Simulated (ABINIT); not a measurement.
# CsPbCl3 (Pm-3m): G0W0 in ABINIT against the exchange cutoff, part 2 of 2

Wanted: the cheapest exchange cutoff that holds the gap of CsPbCl3 (Pm-3m).

ABINIT 10.8.3; PBE and many-body steps on it, plane waves. Known limits of the many-body steps: not at the basis limit; exchange with frozen shells missing; no spin-orbit coupling; coarse k mesh.

So far. Step 2 (Screening, 2×2×2 mesh, 154 bands, screening to 130.6 eV): Local fields lower ε∞ by 13 %. On a Γ-centred mesh this coarse the value itself is usually too large, while a short band sum pulls it down. Step 5 (10 Ha): The gap on the mesh goes from 1.93 eV to 3.08 eV, a correction of +1.14 eV.

**6. 17.5 Ha**

Level of this step: G0W0 on PBE, plane waves, norm-conserving pseudopotentials (ABINIT).

The input, run.abi:

```
acell 3*1.0 Angstrom
rprim 
  5.605000000000 0.000000000000 0.000000000000
  0.000000000000 5.605000000000 0.000000000000
  0.000000000000 0.000000000000 5.605000000000
ntypat 3
znucl 55 82 17
natom 5
typat 1 2 3 3 3
xred 
  0.000000000000 0.000000000000 0.000000000000
  0.500000000000 0.500000000000 0.500000000000
  0.500000000000 0.500000000000 0.000000000000
  0.000000000000 0.500000000000 0.500000000000
  0.500000000000 0.000000000000 0.500000000000
pp_dirpath "pseudos"
pseudos "Cs.upf, Pb.upf, Cl.upf"
ecut 25
ngkpt 2 2 2
nshiftk 1
shiftk 0 0 0
kptopt 1
chksymbreak 0
istwfk *1
occopt 1
irdwfk 1
optdriver 4
nband 154
gwcalctyp 0
ecutsigx 17.5
symsigma 1
nkptgw 2
kptgw 
  0.5000000000 0.5000000000 0.5000000000
  0.0000000000 0.0000000000 0.0000000000
bdgw 
  19 25
  20 25
ecuteps 4.8
irdscr 1
ppmodel 1
indata_prefix "in"
outdata_prefix "out"
tmpdata_prefix "tmp"
```

Started as:

```console
OMP_NUM_THREADS=1 mpirun -n 8 abinit run.abi > log
```

The program printed:

```text
.Version 10.8.3 of ABINIT. v10.8.2 released Aug 2026.

 Symmetries : space group Pm -3 m (#221); Bravais cP (primitive cubic)
[... echo of the input left out ...]
== DATASET  1 ==================================================================
-   mpi_nproc: 8, omp_nthreads: 1 (-1 if OMP is not activated)

--- !DatasetInfo
iteration_state: {dtset: 1, }
dimensions: {natom: 5, nkpt: 4, mband: 154, nsppol: 1, nspinor: 1, nspden: 1, mpw: 7123, }
cutoff_energies: {ecut:  25.0, pawecutdg:  -1.0, }
[...]
Band     E0 <VxcDFT>   SigX SigC(E0)      Z dSigC/dE  Sig(E)    E-E0       E
[...]
24   6.319  -6.633  -2.877  -3.119   0.842  -0.188  -6.097   0.536   6.855
       25   6.319  -6.633  -2.877  -3.119   0.842  -0.188  -6.097   0.536   6.855

== END DATASET(S) ==============================================================
================================================================================

 -outvars: echo values of variables after computation  --------
           etotal      0.0000000000E+00
            nband         154
             nkpt           4
          spgroup         221
 [... the other variables as echoed above ...]

 Calculation completed.
```

Wall time 13 s (8 MPI ranks of AMD EPYC 9R45, shared host); peak memory 2.3 GiB; 1.8 min of CPU time.

This step gave:

```
G0W0 gap on the points computed              : 3.08 eV
starting gap on the mesh                     : 1.933 eV
k of the valence top                         : 0.5, 0.5, 0.5
k of the conduction bottom                   : 0.5, 0.5, 0.5
least direct G0W0 gap on the computed points : 3.08 eV
```

Against the run before, the gap moves by +0.002 eV.

**7. 25 Ha**

Edit run.abi of step 6 so:

```diff
@@ -29,3 +29,3 @@
 gwcalctyp 0
-ecutsigx 17.5
+ecutsigx 25
 symsigma 1
```

The program printed:

```text
.Version 10.8.3 of ABINIT. v10.8.2 released Aug 2026.

 Symmetries : space group Pm -3 m (#221); Bravais cP (primitive cubic)
[... echo of the input left out ...]
== DATASET  1 ==================================================================
-   mpi_nproc: 8, omp_nthreads: 1 (-1 if OMP is not activated)

--- !DatasetInfo
iteration_state: {dtset: 1, }
dimensions: {natom: 5, nkpt: 4, mband: 154, nsppol: 1, nspinor: 1, nspden: 1, mpw: 7123, }
cutoff_energies: {ecut:  25.0, pawecutdg:  -1.0, }
[...]
Band     E0 <VxcDFT>   SigX SigC(E0)      Z dSigC/dE  Sig(E)    E-E0       E
[...]
24   6.319  -6.633  -2.877  -3.119   0.842  -0.188  -6.097   0.536   6.855
       25   6.319  -6.633  -2.877  -3.119   0.842  -0.188  -6.097   0.536   6.855

== END DATASET(S) ==============================================================
================================================================================

 -outvars: echo values of variables after computation  --------
           etotal      0.0000000000E+00
            nband         154
             nkpt           4
          spgroup         221
 [... the other variables as echoed above ...]

 Calculation completed.
```

Run time: 14 s. Hardware: 8 MPI ranks; peak memory 2.4 GiB; 1.8 min of CPU time.

Numbers from this step:

```
G0W0 gap on the points computed              : 3.08 eV
starting gap on the mesh                     : 1.933 eV
k of the valence top                         : 0.5, 0.5, 0.5
k of the conduction bottom                   : 0.5, 0.5, 0.5
least direct G0W0 gap on the computed points : 3.08 eV
```

Against the run before, the gap moves by +0.000 eV.

**8. The runs together**

Times are wall times on 8 MPI ranks of AMD EPYC 9R45, shared host, good to a factor of about two. A run's time includes the screening step that it read.

```csv
run,mesh,bands,screening cutoff (eV),DFT gap (eV),gap on the mesh (eV),direct (eV),ε∞ used,time
2.5 Ha,2×2×2,154,130.6,1.933,2.192,2.192,7.17,14 s
5 Ha,2×2×2,154,130.6,1.933,2.934,2.934,7.17,23 s
10 Ha,2×2×2,154,130.6,1.933,3.078,3.078,7.17,23 s
17.5 Ha,2×2×2,154,130.6,1.933,3.080,3.080,7.17,23 s
25 Ha,2×2×2,154,130.6,1.933,3.080,3.080,7.17,23 s
```

**9. Summary of results**

| Quantity | Value |
| --- | --- |
| 2.5 Ha | 2.192 eV |
| 5 Ha | 2.934 eV |
| 10 Ha | 3.078 eV |
| 17.5 Ha | 3.080 eV |
| 25 Ha | 3.080 eV |
| known limits | not at the basis limit; exchange with frozen shells missing; no spin-orbit coupling; coarse k mesh |

The setting moved: exchange cutoff. From 2.5 Ha to 25 Ha the gap moves by +0.89 eV. It holds to 0.03 eV from 10 Ha on. Bands and screening cutoff are coupled, so a series along one setting does not show full convergence. Below the screening cutoff the correlation part is cut too. Bands and cutoff are finite, so the gap is not at the basis limit. The miss can reach some tenths of an eV and take either sign; the mesh is an error of its own. In the G0W0 runs levels were corrected at 2 k points alone, so a gap called «on the mesh» is the least over those, and an edge elsewhere would be missed. The 2×2×2 mesh is coarse for this cell, which bears on the long-range parts of exchange and screening. Where an edge is built on 6p states of lead, bismuth or thallium, scalar-relativistic gaps usually stand too wide, by a few tenths to over one eV. This is the ideal cubic cell; many perovskites, halides above all, are cubic only on average, and local tilts or off-centring can widen the gap. The norm-conserving file of at least one element keeps a d shell over frozen s and p shells of the same row. Exchange with those shells is missing from the self-energy, an error of 0.3 to 0.9 eV in cases checked, whose sign depends on which edge lies on those atoms. The many-body steps are scalar-relativistic: spin-orbit coupling is not in them.

[Paths, hosts, dates, memory and timing lines, banners, echoed tables and standing remarks are left out of the program output.]

[Logs are printed without paths, hosts, clocks, repeated set-up lines and the standing remarks that a program may print on its own settings, such as how far it seeks lower states.]

[Runs of the session that timed out or met a known fault of the program may be left out.]

[Hosts, paths, dates, database ids (printed as entryN), source tags and the programs' standing remarks are cut or masked in the printed files.]

[G0W0 gaps are taken among the corrected bands and points alone; a level outside them can change the order at an edge.]

[Where Ansatz stands beside ABINIT at settings called matched, ABINIT's density can come from a denser mesh and the files from another edition; pairs whose starting gaps differed by over 0.03 eV were left out, so agreement reads better than it is.]
